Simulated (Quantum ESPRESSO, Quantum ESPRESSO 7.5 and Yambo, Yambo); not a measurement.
## SnSe2 (1T monolayer): G0W0 with Yambo, start to end

Aim: the G0W0 gap of SnSe2 (1T monolayer) on PBE, step by step.

Calculated with Quantum ESPRESSO 7.5 and Yambo 5.3.0; PBE and many-body steps on it, plane waves.

Most raw output is cut from this account.

## (1) Starting point

The cell holds 3 atoms: 1 Sn and 2 Se. Cell: a = 3.872 Å, b = 3.872 Å, c = 15.000 Å, α = 90.0°, β = 90.0°, γ = 120.0°. Vacuum lies along c.

The structure was relaxed with PBE. The runs that relaxed it are not among those shown.

## (2) Ground state

This step: Quantum ESPRESSO 7.5; DFT, PBE, plane waves, norm-conserving pseudopotentials.

The ground-state density comes first.

pw.in

```
&control
  calculation = 'scf'
  prefix = 'x'
  outdir = 'o'
  pseudo_dir = 'pseudo'
/
&system
  ibrav = 0
  nat = 3
  ntyp = 2
  ecutwfc = 104.0
  nbnd = 40
  force_symmorphic = .true.
/
&electrons
  conv_thr = 1e-10
  electron_maxstep = 80
  mixing_beta = 0.5
/
ATOMIC_SPECIES
  Sn 118.71 Sn.upf
  Se 78.971 Se.upf
CELL_PARAMETERS angstrom
  3.8716528882 -0.0000000000 0.0000000000
  -1.9358264441 3.3529497558 0.0000000000
  0.0000000000 0.0000000000 15.0000000000
ATOMIC_POSITIONS crystal
  Sn 0.0000000000 0.0000000000 0.5000000000
  Se 0.3333333333 0.6666666667 0.6064274141
  Se 0.6666666667 0.3333333333 0.3935725859
K_POINTS automatic
  9 9 1 0 0 0
```

Started as:

```console
$ OMP_NUM_THREADS=1 mpirun -n 16 pw.x -nk 8 -in pw.in > pw.out
```

Run time: 18 s. Hardware: 16 MPI ranks of Arm Neoverse V2, shared host; peak memory 2.1 GiB.

This step gave:

| Item | Value |
| --- | --- |
| total energy | -24439.4573 eV |
| gap | 0.8394 eV |
| k of the valence top | 0, 0.1111, 0 |
| k of the conduction bottom | 0, 0.4444, 0 |
| least direct gap | 1.139 eV |

The gap is indirect, with the least direct gap 0.30 eV higher.

## (3) Bands along the symmetry lines

Levels along a band path, at the cheap level, show where the edges lie and whether the meshes to come will hold them.

pw.in

```
&control
  calculation = 'bands'
  prefix = 'x'
  outdir = 'o'
  pseudo_dir = 'pseudo'
/
&system
  ibrav = 0
  nat = 3
  ntyp = 2
  ecutwfc = 104.0
  nbnd = 41
  force_symmorphic = .true.
/
&electrons
  conv_thr = 1e-9
  electron_maxstep = 80
  diago_full_acc = .true.
  diago_thr_init = 5e-6
/
ATOMIC_SPECIES
  Sn 118.71 Sn.upf
  Se 78.971 Se.upf
CELL_PARAMETERS angstrom
  3.8716528882 -0.0000000000 0.0000000000
  -1.9358264441 3.3529497558 0.0000000000
  0.0000000000 0.0000000000 15.0000000000
ATOMIC_POSITIONS crystal
  Sn 0.0000000000 0.0000000000 0.5000000000
  Se 0.3333333333 0.6666666667 0.6064274141
  Se 0.6666666667 0.3333333333 0.3935725859
K_POINTS crystal
  25
  0.00000000 0.00000000 0.00000000 1
  0.06250000 0.00000000 0.00000000 1
  0.12500000 0.00000000 0.00000000 1
  0.18750000 0.00000000 0.00000000 1
  0.25000000 0.00000000 0.00000000 1
  0.31250000 0.00000000 0.00000000 1
  0.37500000 0.00000000 0.00000000 1
  0.43750000 0.00000000 0.00000000 1
  0.50000000 0.00000000 0.00000000 1
  0.47916667 0.04166667 0.00000000 1
  0.45833333 0.08333333 0.00000000 1
  0.43750000 0.12500000 0.00000000 1
  0.41666666 0.16666666 0.00000000 1
  0.39583333 0.20833333 0.00000000 1
  0.37500000 0.25000000 0.00000000 1
  0.35416666 0.29166666 0.00000000 1
  0.33333333 0.33333333 0.00000000 1
  0.29166666 0.29166666 0.00000000 1
  0.25000000 0.25000000 0.00000000 1
  0.20833333 0.20833333 0.00000000 1
  0.16666666 0.16666666 0.00000000 1
  0.12500000 0.12500000 0.00000000 1
  0.08333333 0.08333333 0.00000000 1
  0.04166667 0.04166667 0.00000000 1
  0.00000000 0.00000000 0.00000000 1
```

Started as:

```console
$ OMP_NUM_THREADS=1 mpirun -n 16 pw.x -nk 16 -in pw.in > pw.out
```

Wall time 8.4 s (16 MPI ranks); peak memory 3.2 GiB.

This step gave:

```
gap                        : 0.7804 eV
k of the valence top       : 0.125, 0, 0
k of the conduction bottom : 0.5, 0, 0
least direct gap           : 1.097 eV
```

The gap is 0.780 eV, −0.059 eV from the run before at this level.

The electronic bands at the labelled points (eV, zero at the top of the highest filled band):

| point | band 32 | band 33 | band 34 | band 35 | band 36 | band 37 | band 38 | band 39 |
| --- | --- | --- | --- | --- | --- | --- | --- | --- |
| Γ | -0.46 | -0.46 | -0.09 | -0.09 | 1.49 | 3.05 | 4.56 | 4.56 |
| halfway | -1.80 | -1.51 | -0.76 | -0.09 | 1.79 | 4.04 | 5.42 | 5.45 |
| M | -2.20 | -2.14 | -0.66 | -0.32 | 0.78 | 4.09 | 5.42 | 5.71 |
| halfway | -2.95 | -2.44 | -0.81 | -0.63 | 1.52 | 5.08 | 5.24 | 5.71 |
| K | -3.50 | -3.13 | -0.78 | -0.78 | 1.79 | 5.26 | 5.26 | 6.51 |
| halfway | -2.68 | -1.39 | -0.87 | -0.44 | 2.11 | 4.64 | 5.00 | 5.55 |
| Γ | -0.46 | -0.46 | -0.09 | -0.09 | 1.49 | 3.05 | 4.56 | 4.56 |

## (4) Empty states on the mesh, 6×6×1 mesh, 168 bands

The sums over transitions need many empty states on a uniform mesh; this step solves for them.

pw.in

```
&control
  calculation = 'nscf'
  prefix = 'x'
  outdir = 'o'
  pseudo_dir = 'pseudo'
/
&system
  ibrav = 0
  nat = 3
  ntyp = 2
  ecutwfc = 104.0
  nbnd = 168
  force_symmorphic = .true.
/
&electrons
  conv_thr = 1e-9
  electron_maxstep = 80
  diago_full_acc = .true.
  diago_thr_init = 5e-6
/
ATOMIC_SPECIES
  Sn 118.71 Sn.upf
  Se 78.971 Se.upf
CELL_PARAMETERS angstrom
  3.8716528882 -0.0000000000 0.0000000000
  -1.9358264441 3.3529497558 0.0000000000
  0.0000000000 0.0000000000 15.0000000000
ATOMIC_POSITIONS crystal
  Sn 0.0000000000 0.0000000000 0.5000000000
  Se 0.3333333333 0.6666666667 0.6064274141
  Se 0.6666666667 0.3333333333 0.3935725859
K_POINTS automatic
  6 6 1 0 0 0
```

Started as:

```console
$ OMP_NUM_THREADS=1 mpirun -n 16 pw.x -nk 4 -in pw.in > pw.out
```

It took 21 s on 16 MPI ranks; peak memory 2.3 GiB.

This step gave:

| Item | Value |
| --- | --- |
| gap | 0.7911 eV |
| k of the valence top | 0, 0.1667, 0 |
| k of the conduction bottom | 0, -0.5, 0 |
| least direct gap | 1.097 eV |
| k points computed | 7 |
| lowest point of the top converged band, above the valence top | 44.50 eV |

On this mesh the gap is 0.791 eV.

## (5) Conversion and set-up

This step: Yambo 5.3.0; conversion and set-up on PBE, plane waves, norm-conserving pseudopotentials.

The states are converted to the many-body program's format and the q mesh is built.

Started as:

```console
$ (cd o/x.save; p2y > p2y.log; mv SAVE ../..); yambo > setup.log
```

It took 3.6 s on 1 MPI rank; peak memory 0.27 GiB.

## (6) Screening and self-energy, 6×6×1 mesh, 168 bands, screening to 129.3 eV

G0W0 replaces the xc potential by the self-energy, built once from these orbitals. Only a window of levels is corrected, while the sums run over the empty bands that the input names.

This step: G0W0 on PBE, plane waves, norm-conserving pseudopotentials.

gw1.in

```
HF_and_locXC
gw0
dyson
ppa
em1d
rim_cut
rim_w
RandQpts= 3000000
RandGvec= 100 RL
CUTGeo= "slab z"
RandGvecW= 9 RL
EXXRLvcs= 104 Ry
VXCRLvcs= 416 Ry
Chimod= "HARTREE"
% BndsRnXp
 1 | 168 |
%
NGsBlkXp= 9.5 Ry
% LongDrXp
 1 | 1 | 0 |
%
% GbndRnge
 1 | 168 |
%
DysSolver= "n"
ExtendOut
PPAPntXp= 27.21138 eV
% QPkrange
 2 | 2 | 34 | 37 |
 4 | 4 | 34 | 37 |
 1 | 1 | 34 | 37 |
%
```

Started as:

```console
$ OMP_NUM_THREADS=2 mpirun -n 8 yambo -F gw1.in -J gw1 -C gw1 > gw1.log
```

Elapsed: 5.4 min, on 8 MPI ranks; peak memory 12 GiB.

Numbers from this step:

| Quantity | Value |
| --- | --- |
| G0W0 gap on the points computed | 1.861 eV |
| starting gap on the mesh | 0.7911 eV |
| k of the valence top | 0, 0.1667, 0 |
| k of the conduction bottom | 0, -0.5, 0 |
| least direct G0W0 gap on the computed points | 2.225 eV |
| Z at the valence top | 0.7467 |
| Z at the conduction bottom | 0.7633 |

The gap on the mesh goes from 0.79 eV to 1.86 eV, a correction of +1.07 eV. The start differs from the 0.84 eV found before because the two sample other k points.

Limits: finite bands, cutoff and mesh; no spin-orbit coupling. v1 is the top filled band, c1 the lowest empty one. Levels before and after the correction, in eV, zero at the valence-band top of each column:

|  | conduction bottom | valence top |
| --- | --- | --- |
| Kohn-Sham | 0.79 | 0.00 |
| G0W0 | 1.86 | 0.00 |

|  | level | energy (eV) |
| --- | --- | --- |
| Kohn-Sham | (0 0.167 0) v2 | -0.856 |
| Kohn-Sham | (0 0.167 0) v1 | 0.000 |
| Kohn-Sham | (0 0.167 0) c1 | 2.156 |
| Kohn-Sham | (0 0.167 0) c2 | 3.814 |
| Kohn-Sham | (0 -0.5 0) v2 | -0.649 |
| Kohn-Sham | (0 -0.5 0) v1 | -0.306 |
| Kohn-Sham | (0 -0.5 0) c1 | 0.791 |
| Kohn-Sham | (0 -0.5 0) c2 | 4.099 |
| G0W0 | (0 0.167 0) v2 | -1.073 |
| G0W0 | (0 0.167 0) v1 | 0.000 |
| G0W0 | (0 0.167 0) c1 | 3.395 |
| G0W0 | (0 0.167 0) c2 | 4.785 |
| G0W0 | (0 -0.5 0) v2 | -0.825 |
| G0W0 | (0 -0.5 0) v1 | -0.364 |
| G0W0 | (0 -0.5 0) c1 | 1.861 |
| G0W0 | (0 -0.5 0) c2 | 5.086 |

## (7) Where the time went

Times are wall times on the hardware named with each run, good to a factor of about two.

| step | time | share | memory (GiB) |
| --- | --- | --- | --- |
| ground state | 18 s | 5 % | 2.1 |
| bands along the symmetry lines | 8.4 s | 2 % | 3.2 |
| empty states on the mesh | 21 s | 6 % | 2.3 |
| conversion and set-up | 3.6 s | 1 % | 0.27 |
| screening and self-energy | 5.4 min | 86 % | 12 |

## (8) Outcome

- PBE gap: 0.78 eV, indirect
- G0W0 gap on the mesh: 1.86 eV
- GW settings: 6×6×1 mesh, 168 bands, screening to 129.3 eV, Godby-Needs plasmon pole
- known limits: not at the basis limit; no spin-orbit coupling

**Reading.** G0W0 moves the gap on the mesh from 0.79 eV to 1.86 eV (+1.07 eV), with Z of 0.75 and 0.76 at the edges. Only 3 of the mesh's irreducible points were corrected, so a valley elsewhere could overtake. The dearest step here is «screening and self-energy». Bands and cutoff are finite, so the gap is not at the basis limit. The miss can reach some tenths of an eV and take either sign; the mesh is an error of its own. In the G0W0 run levels were corrected at 3 k points alone, so a gap called «on the mesh» is the least over those, and an edge elsewhere would be missed. The many-body steps are scalar-relativistic: spin-orbit coupling is not in them.

[Paths, hosts, dates, memory and timing lines, banners, echoed tables and standing remarks are left out of the program output.]

[Logs are printed without paths, hosts, clocks, repeated set-up lines and the standing remarks that a program may print on its own settings, such as how far it seeks lower states.]

[Runs of the session that timed out or met a known fault of the program may be left out.]

[Hosts, paths, dates, database ids (printed as entryN), source tags and the programs' standing remarks are cut or masked in the printed files.]
